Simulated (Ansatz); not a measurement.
**LaAs (model cell, started as CsCl type): from the cell to its phonons**

Task: relax LaAs (model cell, started as CsCl type), then find its harmonic phonons.

Calculated with Ansatz 0.2.0; DFT PBEsol, scalar-relativistic, plane waves, PAW.

The structure was built from a prototype and need not be the compound's stable phase.

### 1. The structure

It takes space group Pm-3m (No. 221, cubic). The conventional cell has a = 3.699 Å, b = 3.699 Å, c = 3.699 Å, α = 90.00°, β = 90.00°, γ = 90.00°. Nearest to La lie 8 As at 3.20 Å. Nearest to As lie 8 La at 3.20 Å. Farther neighbours are not listed.

Structure file:

```cif
data_structure
_symmetry_space_group_name_H-M 'P 1'
_symmetry_Int_Tables_number 1
_cell_length_a 3.6987
_cell_length_b 3.6987
_cell_length_c 3.6987
_cell_angle_alpha 90.000
_cell_angle_beta 90.000
_cell_angle_gamma 90.000
_cell_volume 50.60
loop_
_atom_site_label
_atom_site_type_symbol
_atom_site_fract_x
_atom_site_fract_y
_atom_site_fract_z
_atom_site_occupancy
La1 La 0.00000 0.00000 0.00000 1
As2 As 0.50000 0.50000 0.50000 1
```

### 2. Bringing the structure to rest

Harmonic phonons are second derivatives at a point where the forces vanish, and they are wanted at zero stress, so atoms and cell are relaxed first.

The input, input.yaml:

```yaml
crystal:
  lattice:
    - [3.69874, 0.0, 0.0]
    - [0.0, 3.69874, 0.0]
    - [0.0, 0.0, 3.69874]
  atoms:
    - { symbol: La, position: [0.0, 0.0, 0.0] }
    - { symbol: As, position: [0.5, 0.5, 0.5] }
kpoints:
  mp_grid: { grid: [10, 10, 10] }
hamiltonian:
  xc: pbesol
scf:
  occupations: { method: gaussian, width: 0.1 }
output:
  forces: true
  stress: true
  eigenvalues: true
relax:
  adjacent_minimum: "off"
  f_tol: 0.005
  max_steps: 80
  cell: { stress_tol: 0.05 }
```

Started as:

```bash
ansatz run input.yaml --threads 4 --pin off --max-ram 7168MiB --backend cpu --events-out ev --progress --plain --runs-dir out
```

Numbers of over 12 decimals in the logs are rounded to 6 here.

What it wrote:

```text
Engine: ansatz 0.2.0, aarch64-unknown-linux-gnu
Pseudopotentials: kind: paw
Pseudopotential: La, paw, valence charge 11, recommended cutoff 420 eV (normal), La.paw.azcp
Pseudopotential: As, paw, valence charge 15, recommended cutoff 420 eV (normal), As.paw.azcp
Functional definition: PBEsol
  exchange = pbesol_x
  correlation = pbesol_c
Crystal: 2 atoms, lattice volume = 50.601 Å³
Basis set: ecut = 420 eV, 1021 PW (Γ), exchange–correlation on 50×50×50 points (8 copies of the dense FFT grid, shifted against one another)
Bands: 17, of which v1, the nominal top of the filled ones, is band 13 counted from 1 (12 counted from 0)
Symmetry: 48 space group operations
Space group: Pm-3m (ITA 221), of the structure as read, at distance tolerance 3.7e-5 Å
k-points: 56 of 1000
Non-local potential: La, projectors of the file, l = 0: 3, l = 1: 2, l = 2: 2, l = 3: 3
Non-local potential: As, projectors of the file, l = 0: 2, l = 1: 2, l = 2: 3, l = 3: 1
PAW form: soft (Blöchl's): semilocal exchange-correlation on the pseudo side does not see the compensation charge
PAW frozen core: La, regenerated for the run's functional, and the local potential with it (the file was generated under x = pbe(κ = 0.804, μ = 0.219515), c = pbe(β = 0.066725))
PAW frozen core: As, regenerated for the run's functional, and the local potential with it (the file was generated under x = pbe(κ = 0.804, μ = 0.219515), c = pbe(β = 0.066725))
PAW one-centre angular grid: La, 590 points (default); XC on 64 Gauss nodes
PAW one-centre angular grid: As, 590 points (default); XC on 64 Gauss nodes
Initial density: superposition of atomic densities (neutral atoms: chi_scale 0, normalization atom), corrected by the library's trained network
Initial wavefunctions: pseudopotential atomic-orbital guess
Functional: x = pbesol(κ = 0.804, μ = 0.123457), c = pbesol(β = 0.046)
SCF iter   1: F=—  HF=-10976.754232 eV  |F-HF|=—  |Δ(HF+E_count)|=         —  Δρ=5.95e-3  dr2=2.58e-2  ethr=1.77e-3  ⟨swp⟩=4.1  Hψ=3824  notcnv=0
preconditioner: auto → Resta (q_TF=auto, 2.442 Å⁻¹)  ε∞=4.2  [insulator: Δε(μ)=0.148 eV  Ē_g=10.908 eV  σ=0.100 eV  W_gap=0.52  n_scr=18 (ndim 8)  ℏωp=19.5 eV  f_vac=0.000  D(μ)=0.74/eV (n_scr^D=0)  ε∞_Penn≈4.2]
SCF iter   2: F=—  HF=-10976.748828 eV  |F-HF|=—  |Δ(HF+E_count)|=   5.40e-3  Δρ=3.06e-3  dr2=4.31e-3  ethr=9.92e-5  ⟨swp⟩=1.5  Hψ=1455  notcnv=0
preconditioner: auto → Kerker (q_TF=auto, 2.442 Å⁻¹)  [metal: Δε(μ)=0.001 eV  Ē_g=10.875 eV  σ=0.100 eV  W_gap=0.00  n_scr=18 (ndim 8)  ℏωp=19.5 eV  f_vac=0.000  D(μ)=0.75/eV (n_scr^D=0)]
SCF iter   3: F=—  HF=-10976.748099 eV  |F-HF|=—  |Δ(HF+E_count)|=   7.29e-4  Δρ=8.61e-4  dr2=3.53e-4  ethr=1.66e-5  ⟨swp⟩=2.0  Hψ=1904  notcnv=0
SCF iter   4: F=—  HF=-10976.748045 eV  |F-HF|=—  |Δ(HF+E_count)|=   5.37e-5  Δρ=4.16e-4  dr2=7.87e-5  ethr=1.36e-6  ⟨swp⟩=2.0  Hψ=1674  notcnv=0
SCF iter   5: F=—  HF=-10976.748068 eV  |F-HF|=—  |Δ(HF+E_count)|=   2.30e-5  Δρ=1.23e-4  dr2=6.86e-6  ethr=3.03e-7  ⟨swp⟩=2.3  Hψ=1619  notcnv=0
SCF iter   6: F=—  HF=-10976.748070 eV  |F-HF|=—  |Δ(HF+E_count)|=   2.21e-6  Δρ=1.98e-5  dr2=1.40e-7  ethr=2.64e-8  ⟨swp⟩=2.1  Hψ=1188  notcnv=0
SCF iter   7: F=-10976.748071 eV  HF=-10976.748071 eV  |F-HF|=2.87e-9  |Δ(HF+E_count)|=   9.79e-8  Δρ=3.60e-6  dr2=4.41e-9  ethr=3.85e-10  ⟨swp⟩=5.2  Hψ=4431  notcnv=0
SCF 1 converged in 7 iterations: F = -10976.748071 eV  dr2 = 4.41e-9
  greatest PAW one-centre occupation: 0.999 electrons in one spin orbital (limit 2), on the As atom at site 1 (counted from 0), in its partial waves of l = 2
relax step   1: F+E_penalty+E_count = -10976.74807057 eV  Δ(F+E_penalty+E_count) = +0.000e0 eV  max|allowed force component| = 8.217e-31 eV/Å  Δτ_max = 0.0000 Å  P = -0.789 GPa  Ω = 50.601 Å³  (7 SCF iters, dr2 threshold 1.00e-7 eV, accepted)
Crystal: 2 atoms, lattice volume = 49.688 Å³
Basis set: ecut = 420 eV, 949 PW (Γ), exchange–correlation on 50×50×50 points (8 copies of the dense FFT grid, shifted against one another)
Initial density: handed on by an earlier stage of this run
Initial wavefunctions: those handed on with the density
iter 1 solved again at ethr=1.87e-6 eV; its pass at ethr=3.10e-3 eV (dr2=4.87e-4 eV) is discarded
SCF iter   1: F=—  HF=-10976.749063 eV  |F-HF|=—  |Δ(HF+E_count)|=         —  Δρ=7.71e-4  dr2=5.76e-4  ethr=1.87e-6  ⟨swp⟩=2.0  Hψ=7118  notcnv=0
preconditioner: auto → Kerker (q_TF=auto, 2.449 Å⁻¹)  [metal: Δε(μ)=0.079 eV  Ē_g=10.903 eV  σ=0.100 eV  W_gap=0.39  n_scr=18 (ndim 8)  ℏωp=19.7 eV  f_vac=0.000  D(μ)=0.79/eV (n_scr^D=0)]
SCF iter   2: F=—  HF=-10976.748931 eV  |F-HF|=—  |Δ(HF+E_count)|=   1.32e-4  Δρ=3.93e-4  dr2=1.16e-4  ethr=1.87e-6  ⟨swp⟩=2.0  Hψ=1145  notcnv=0
SCF iter   3: F=—  HF=-10976.748897 eV  |F-HF|=—  |Δ(HF+E_count)|=   3.40e-5  Δρ=1.21e-4  dr2=7.30e-6  ethr=4.44e-7  ⟨swp⟩=2.9  Hψ=1654  notcnv=0
SCF iter   4: F=—  HF=-10976.748894 eV  |F-HF|=—  |Δ(HF+E_count)|=   2.88e-6  Δρ=4.12e-5  dr2=4.92e-7  ethr=2.81e-8  ⟨swp⟩=2.0  Hψ=1674  notcnv=0
SCF iter   5: F=-10976.748894 eV  HF=-10976.748894 eV  |F-HF|=2.53e-9  |Δ(HF+E_count)|=   5.26e-9  Δρ=1.35e-5  dr2=6.74e-8  ethr=7.69e-10  ⟨swp⟩=5.7  Hψ=4597  notcnv=0
SCF 2 converged in 5 iterations: F = -10976.748894 eV  dr2 = 6.74e-8
relax step   2: F+E_penalty+E_count = -10976.74889405 eV  Δ(F+E_penalty+E_count) = -8.235e-4 eV  max|allowed force component| = 1.643e-31 eV/Å  Δτ_max = 0.0000 Å  P = +0.545 GPa  Ω = 49.688 Å³  energy of the carried Pulay correction = +6.794e-5 eV  (5 SCF iters, dr2 threshold 2.00e-7 eV, accepted)
Crystal: 2 atoms, lattice volume = 50.057 Å³
iter 1 solved again at ethr=4.26e-7 eV; its pass at ethr=3.10e-3 eV (dr2=1.11e-4 eV) is discarded
SCF iter   1: F=—  HF=-10976.749503 eV  |F-HF|=—  |Δ(HF+E_count)|=         —  Δρ=3.13e-4  dr2=9.66e-5  ethr=4.26e-7  ⟨swp⟩=2.1  Hψ=6978  notcnv=0
preconditioner: auto → Kerker (q_TF=auto, 2.446 Å⁻¹)  [metal: Δε(μ)=0.084 eV  Ē_g=10.895 eV  σ=0.100 eV  W_gap=0.40  n_scr=18 (ndim 8)  ℏωp=19.6 eV  f_vac=0.000  D(μ)=0.76/eV (n_scr^D=0)]
SCF iter   2: F=—  HF=-10976.749486 eV  |F-HF|=—  |Δ(HF+E_count)|=   1.67e-5  Δρ=1.60e-4  dr2=1.98e-5  ethr=3.71e-7  ⟨swp⟩=2.0  Hψ=1116  notcnv=0
SCF iter   3: F=—  HF=-10976.749479 eV  |F-HF|=—  |Δ(HF+E_count)|=   6.65e-6  Δρ=4.62e-5  dr2=1.09e-6  ethr=7.61e-8  ⟨swp⟩=2.9  Hψ=1610  notcnv=0
SCF iter   4: F=-10976.749479 eV  HF=-10976.749479 eV  |F-HF|=1.65e-8  |Δ(HF+E_count)|=   4.68e-7  Δρ=1.60e-5  dr2=6.92e-8  ethr=7.69e-10  ⟨swp⟩=6.0  Hψ=4970  notcnv=0
SCF 3 converged in 4 iterations: F = -10976.749479 eV  dr2 = 6.92e-8
relax step   3: F+E_penalty+E_count = -10976.74947899 eV  Δ(F+E_penalty+E_count) = -5.849e-4 eV  max|allowed force component| = 3.944e-31 eV/Å  Δτ_max = 0.0000 Å  P = -0.009 GPa  Ω = 50.057 Å³  energy of the carried Pulay correction = +4.034e-5 eV  (4 SCF iters, dr2 threshold 2.00e-7 eV, accepted)
Initial wavefunctions: pseudopotential atomic-orbital guess (no wavefunctions were taken with the density)
iter 1 solved again at ethr=3.80e-8 eV; its pass at ethr=3.10e-3 eV (dr2=9.89e-6 eV) is discarded
SCF iter   1: F=—  HF=-10976.749434 eV  |F-HF|=—  |Δ(HF+E_count)|=         —  Δρ=1.47e-5  dr2=5.75e-8  ethr=3.80e-8  ⟨swp⟩=3.0  Hψ=6877  notcnv=0
preconditioner: auto → Kerker (q_TF=auto, 2.446 Å⁻¹)  [metal: Δε(μ)=0.083 eV  Ē_g=10.893 eV  σ=0.100 eV  W_gap=0.39  n_scr=18 (ndim 8)  ℏωp=19.6 eV  f_vac=0.000  D(μ)=0.76/eV (n_scr^D=0)]
SCF iter   2: F=—  HF=-10976.749440 eV  |F-HF|=—  |Δ(HF+E_count)|=   5.70e-6  Δρ=8.45e-6  dr2=2.13e-8  ethr=2.21e-10  ⟨swp⟩=2.0  Hψ=1643  notcnv=0
SCF iter   3: F=—  HF=-10976.749440 eV  |F-HF|=—  |Δ(HF+E_count)|=   1.20e-8  Δρ=1.83e-6  dr2=1.34e-9  ethr=8.21e-11  ⟨swp⟩=2.0  Hψ=1547  notcnv=0
SCF iter   4: F=—  HF=-10976.749440 eV  |F-HF|=—  |Δ(HF+E_count)|=  9.09e-12  Δρ=7.13e-7  dr2=2.73e-10  ethr=5.17e-12  ⟨swp⟩=2.0  Hψ=1681  notcnv=0
SCF iter   5: F=—  HF=-10976.749440 eV  |F-HF|=—  |Δ(HF+E_count)|=  3.64e-12  Δρ=3.33e-7  dr2=4.91e-11  ethr=1.05e-12  ⟨swp⟩=2.0  Hψ=1669  notcnv=0
SCF iter   6: F=-10976.749440 eV  HF=-10976.749440 eV  |F-HF|=0.00e0  |Δ(HF+E_count)|=  2.36e-11  Δρ=4.37e-8  dr2=8.11e-13  ethr=1.00e-12  ⟨swp⟩=5.5  Hψ=4135  notcnv=0
SCF 4 converged in 6 iterations: F = -10976.749440 eV  dr2 = 8.11e-13
relax step   4: F+E_penalty+E_count = -10976.74943956 eV  Δ(F+E_penalty+E_count) = +3.942e-5 eV  max|allowed force component| = 1.233e-31 eV/Å  Δτ_max = 0.0000 Å  P = -0.010 GPa  Ω = 50.057 Å³  stress off target by 9.75e-3 GPa  SCF on the basis re-selected at this cell (its energy is not comparable with the rows above)  (6 SCF iters)
basis re-selected at this cell: Δ(F+E_penalty+E_count) = +3.942e-5 eV, ΔP = -0.000 GPa vs the last step (what re-selecting the basis moved, of the pressure what is left beyond the Pulay correction that the steps carried, after the strain that the cell walked since its last selection, with what the two solves' SCF thresholds leave and, on support functions, any second-order correction that the steps lacked; it is no m [...]
SCF converged after 6 iterations
Free energy (F): -10976.749440 eV
Harris-Foulkes:  -10976.749440 eV  (|F-HF|=0.00e0)
Internal energy: -10976.745616 eV  (E = F + TS)
E sigma→0 (E₀):  -10976.747528 eV
Entropy (-TS):   -0.003824 eV (-1.912 meV/atom)
Fermi energy:    12.576994 eV
--- Per-component energies (eV) ---
  E_band       = -209.801827
  E_kinetic    = 297.185668
  E_local      = -1984.884310  (includes V_loc(G=0)·N_el)
  E_nonlocal   = -569.768204
  E_hartree    = 1055.591692
  E_xc         = -218.159221
  E_vxc        = -228.020242  (∫ρ·V_xc dr)
  E_paw        = -7123.004130  (= ΣΔE_a)
  E_vpaw       = 164.501825  (= ΣTr[D̂ρ^β])
  E_aug_tail   = 0.000007  (compensation charges beyond the density's cutoff)
  E_ewald      = -2434.843056
  E_core_change = 1.135938  (= ΣΔE_core)
  E_smearing   = -0.003824  (= −TS)
  E_closure    = 0.000000  (closes the sum)
  Σ components = -10976.749440   (vs F -10976.749440, Δ=0.00e0)
--- Forces (eV/Å), atoms counted from 1 ---
  atom   1  La    -0.00000000    -0.00000000     0.00000000
  atom   2  As     0.00000000     0.00000000     0.00000000
  max |Σ_I F_I| component: 8.22e-32 eV/Å
--- Stress (GPa, compression-positive) ---
       -0.009755      -0.000000      -0.000000
       -0.000000      -0.009755      -0.000000
       -0.000000      -0.000000      -0.009755
  P = ⅓ Tr σ = -0.0098 GPa (-0.098 kbar)
--- Band table (eV; the first three rows and the last of 56) ---
  k-point 0: bands = [... 9 lower, 1.7932, 11.7357, 11.7357, 12.8537, 12.8537, 12.8537, 14.7793, 14.7793]
  k-point 1: bands = [... 9 lower, 1.9383, 11.4648, 11.8017, 12.7433, 12.7433, 12.8754, 14.7488, 14.7780]
  k-point 2: bands = [... 9 lower, 2.3124, 10.5374, 11.9903, 12.4510, 12.4510, 13.4296, 14.6542, 14.7775]
  k-point 55: bands = [... 9 lower, 3.7377, 8.5815, 8.5815, 8.5815, 14.8078, 14.8078, 14.8078, 15.1176]
--- Relaxed structure (3 steps of the walk, 3 accepted, 1 SCFs on fresh bases) ---
  F+E_penalty+E_count = -10976.74943956 eV   max|allowed force component| = 1.233e-31 eV/Å   (the final SCF, on the basis selected at the relaxed cell)
  cell:  # Å, volume = 50.0571 Å³
    - [3.685434, 0, 0]
    - [0, 3.685434, 0.0]
    - [0, 0.0, 3.685434]
  atoms:
    - { symbol: La, position: [0, 0, 0] }
    - { symbol: As, position: [0.5, 0.5, 0.5] }
```

It took 4 s on 4 threads of Arm Neoverse V2, shared host; peak memory 0.39 GiB.

The steps of the relaxation:

```
step  energy less that of the first step (eV)  largest force component (eV/Å)  pressure (GPa)  volume (Å³)
   1                                   0.0000                          0.0000           -0.79        50.60
   2                                  -0.0008                          0.0000            0.54        49.69
   3                                  -0.0014                          0.0000           -0.01        50.06
  4*                                  -0.0014                          0.0000           -0.01        50.06
```

Relaxation steps marked * repeat the geometry before them on a plane-wave basis chosen anew for their cell, so energy and pressure can jump there.

Forces are held to the 48 operations that the run works with; a distortion that breaks them can't arise in this run.

```
conventional cell, symmetrised  before  after  change
                         a (Å)   3.699  3.685  -0.4 %
                         b (Å)   3.699  3.685  -0.4 %
                         c (Å)   3.699  3.685  -0.4 %
              volume (Å³/atom)   25.30  25.03  -1.1 %
```

The relaxed structure:

```cif
data_structure
_symmetry_space_group_name_H-M 'P 1'
_symmetry_Int_Tables_number 1
_cell_length_a 3.6854
_cell_length_b 3.6854
_cell_length_c 3.6854
_cell_angle_alpha 90.000
_cell_angle_beta 90.000
_cell_angle_gamma 90.000
_cell_volume 50.06
loop_
_atom_site_label
_atom_site_type_symbol
_atom_site_fract_x
_atom_site_fract_y
_atom_site_fract_z
_atom_site_occupancy
La1 La 0.00000 0.00000 0.00000 1
As2 As 0.50000 0.50000 0.50000 1
```

This step gave:

| Item | Value |
| --- | --- |
| pressure | -0.009755 GPa |
| volume per atom | 25.03 Å³ |
| gap on the k-mesh | 0 eV |

In this step the volume went from 25.30 to 25.03 Å³/atom.

### 3. Relaxing to small forces for the phonons

Phonons need a cell at rest on their own settings, so the relaxation is repeated with tight tolerances on forces and stress on the k mesh and occupations of the first response run.

The input, input.yaml:

```yaml
crystal:
  lattice:
    - [3.6854344254, 0.0, 0.0]
    - [0.0, 3.6854344254, 0.0]
    - [0.0, 0.0, 3.6854344254]
  atoms:
    - { symbol: La, position: [0.0, 0.0, 0.0] }
    - { symbol: As, position: [0.5, 0.5, 0.5] }
kpoints:
  mp_grid: { grid: [12, 12, 12] }
hamiltonian:
  xc: pbesol
scf:
  occupations: { method: methfessel_paxton, width: 0.15 }
output:
  forces: true
  stress: true
  eigenvalues: true
  write_density: true
  write_potential: true
  elf: true
  volumetric_format: npy
relax:
  adjacent_minimum: "off"
  f_tol: 0.001
  max_steps: 60
  cell: { stress_tol: 0.01 }
```

What it wrote:

```text
[...]
Crystal: 2 atoms, lattice volume = 50.057 Å³
Basis set: ecut = 420 eV, 949 PW (Γ), exchange–correlation on 50×50×50 points (8 copies of the dense FFT grid, shifted against one another)
Bands: 17, of which v1, the nominal top of the filled ones, is band 13 counted from 1 (12 counted from 0)
Symmetry: 48 space group operations
[...]
k-points: 84 of 1728
[...]
k-point 83: bands = [... 9 lower, 3.7399, 8.5808, 8.5808, 8.5808, 14.8044, 14.8044, 14.8044, 15.1147]
--- Relaxed structure (3 steps of the walk, 3 accepted, 1 SCFs on fresh bases) ---
[...]
cell:  # Å, volume = 50.0697 Å³
    - [3.685742, 0, 0]
    - [0, 3.685742, 0]
    - [0, 0, 3.685742]
  atoms:
    - { symbol: La, position: [0, 0, 0] }
    - { symbol: As, position: [0.5, 0.5, 0.5] }
[key lines of the parts left out:]
SCF converged after 4 iterations
Free energy (F): -10976.745144 eV
Fermi energy:    12.564583 eV
P = ⅓ Tr σ = 0.0000 GPa (0.000 kbar)
```

Elapsed: 5.5 s, on 4 threads; peak memory 0.41 GiB; 20 s of CPU time.

Little changed from the start: no atom moved by 0.005 Å and no cell edge by 0.1 %.

This step gave:

* pressure: 7.69e-6 GPa

Valence density in the ac plane at fractional y = 0.500, with atoms of As within 0.2 Å of it. It is the smooth field of the valence electrons, not physical close to the nuclei.

Ten steps, logarithmic in the rise over the least value, from '0' (0 e/Å³) to '9' (28 e/Å³), each cell a mean:
```
00000000000000
00000000000000
00000111110000
00011223221000
00012355532100
00013588752100
00113699853100
00013689852100
00012466532100
00011233321000
00001111111000
00000001000000
00000000000000
00000000000000
```
Columns run along a (3.7 Å), rows up along c (3.7 Å). Atoms in or near the plane, at fractional coordinates: As at (0.50, 0.50).

Electrostatic potential energy in the ac plane at fractional y = 0.500, with atoms of As within 0.2 Å of it. With pseudopotentials it is smooth inside the atoms' cores, unlike the true potential.

Ten even steps from '0' (-3 eV) to '9' (30 eV), each cell a mean:
```
44455555555544
44555555555554
55554433445555
55543100023555
55541012102455
55520279610455
55520499920355
55520389710355
55530034201455
55543000013455
55554322244555
44555555555554
44455555555544
44455555555544
```
Columns run along a (3.7 Å; values clipped at the 3rd and 97th percentile), rows up along c (3.7 Å). Atoms in or near the plane, at fractional coordinates: As at (0.50, 0.50).

ELF in the ac plane at fractional y = 0.500, with atoms of As within 0.2 Å of it. It is the smooth field of the valence electrons, not physical close to the nuclei.

Ten even steps from '0' (0.04) to '9' (0.69), each cell a mean:
```
00013344432100
00146777775310
11479999998631
13699999999852
24799876799973
35899632479974
35898522269974
35899622379974
24899865689973
23699998999963
12489999999741
00246888876410
00023455543100
00012233321100
```
Columns run along a (3.7 Å), rows up along c (3.7 Å). Atoms in or near the plane, at fractional coordinates: As at (0.50, 0.50).

The forces vanish by symmetry and the pressure is 0.000 GPa, within the tolerances set. The cell now holds 25.03 Å³/atom.

[end of part 1 of 2]

[Logs are printed without paths, hosts, clocks, repeated set-up lines and the standing remarks that a program may print on its own settings, such as how far it seeks lower states.]

[Hosts, paths, dates, database ids (printed as entryN), source tags and the programs' standing remarks are cut or masked in the printed files.]
